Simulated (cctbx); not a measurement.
**Reading a Patterson map**

Space group Pbam (no. 55), a = 11.1430 Å, b = 17.0470 Å, c = 3.9560 Å, α = 90.00°, β = 90.00°, γ = 90.00°, content Sb12 As4 Si8.

Simulated single-crystal data (cctbx): Cu Kα, λ = 1.54184 Å, to d = 0.83 Å, 50 % of the full sphere, strongest reflection 20000 counts, noise from counting, a 1.5 % proportional error and a noise floor of 2 counts (s.d.); no absorption.

Patterson synthesis from sharpened amplitudes, origin scaled to 1000:

```text
Patterson group P m m m
      u       v       w   height  length (A)
  0.000   0.000   0.000   1000.0     0.00
  0.165   0.500   0.000    327.5     8.72
  0.079   0.252   0.000    321.4     4.39
  0.212   0.177   0.500    305.2     4.31
  0.500   0.257   0.000    291.2     7.09
  0.431   0.000   0.000    278.7     4.80
  0.293   0.073   0.500    277.5     4.02
  0.000   0.500   0.000    262.9     8.52
  0.376   0.322   0.500    227.3     7.19
  0.132   0.430   0.500    207.9     7.73
  0.500   0.106   0.000    189.1     5.85
  0.129   0.066   0.500    163.7     2.69
  0.500   0.394   0.000    162.9     8.72
  0.362   0.178   0.500    153.1     5.42
```

**Question.** Which atom pairs make the peaks, and where is the heaviest atom?

A peak at u stands for all pairs with xi − xj = u, with weight Σ ZiZj against Σ Z² = 37136 at the origin. Peak heights follow these weights only roughly, since form factors, motion and series ripples differ, all vectors within 0.55 Å of a peak are counted as merged into it though the farther ones add only part of their weight, and F(000) is left out, which lowers the whole map:

| u | v | w | shortest length (Å) | height | 1000 ΣZiZj/ΣZ² | pairs in the cell |
| --- | --- | --- | --- | --- | --- | --- |
| 0.165 | 0.500 | 0.000 | 8.72 | 328 | 339 | 4 × Sb–Sb, 2 × As–As |
| 0.079 | 0.252 | 0.000 | 4.39 | 321 | 391 | 3 × Sb–Sb, 4 × Sb–As |
| 0.212 | 0.177 | 0.500 | 4.31 | 305 | 321 | 4 × Sb–As, 2 × Sb–Sb |
| 0.500 | 0.257 | 0.000 | 7.09 | 291 | 280 | 4 × Sb–Sb |
| 0.431 | 0.000 | 0.000 | 4.80 | 279 | 280 | 4 × Sb–Sb |
| 0.293 | 0.073 | 0.500 | 4.02 | 278 | 332 | 4 × Sb–As, 2 × Sb–Sb, 2 × Si–Si |
| 0.000 | 0.500 | 0.000 | 8.52 | 263 | 280 | 4 × Sb–Sb |
| 0.376 | 0.322 | 0.500 | 7.18 | 227 | 231 | 2 × Sb–Sb, 2 × Sb–As |
| 0.132 | 0.430 | 0.500 | 7.73 | 208 | 231 | 2 × Sb–Sb, 2 × Sb–As |
| 0.500 | 0.106 | 0.000 | 5.86 | 189 | 199 | 2 × Sb–Sb, 2 × As–As |

The table stops at ten peaks or at a height of 45, below which ripples compete. In the model behind the data Sb, the heaviest element, has 3 independent sites: (0.0484, 0.1196, 0), (0.2428, 0.4461, 1/2) and (0.1171, 0.3791, 0), up to an allowed shift of origin; the Sb–Sb vectors are differences of these positions and their symmetry mates. The whole model:

```
atom  mult.       x       y    z  Ueq (Å²)
 Sb1      4  0.0484  0.1196    0    0.0082
 Sb2      4  0.2428  0.4461  1/2    0.0050
 Sb3      4  0.1171  0.3791    0    0.0034
 As1      4  0.3332  0.2019  1/2    0.0037
 Si1      4  0.4129  0.3457  1/2    0.0043
 Si2      4  0.2000  0.2318    0    0.0079
```

This is a model crystal, built by substitution and not relaxed, with assumed displacement parameters.

[Logs are printed without paths, hosts, clocks, repeated set-up lines and the standing remarks that a program may print on its own settings, such as how far it seeks lower states.]
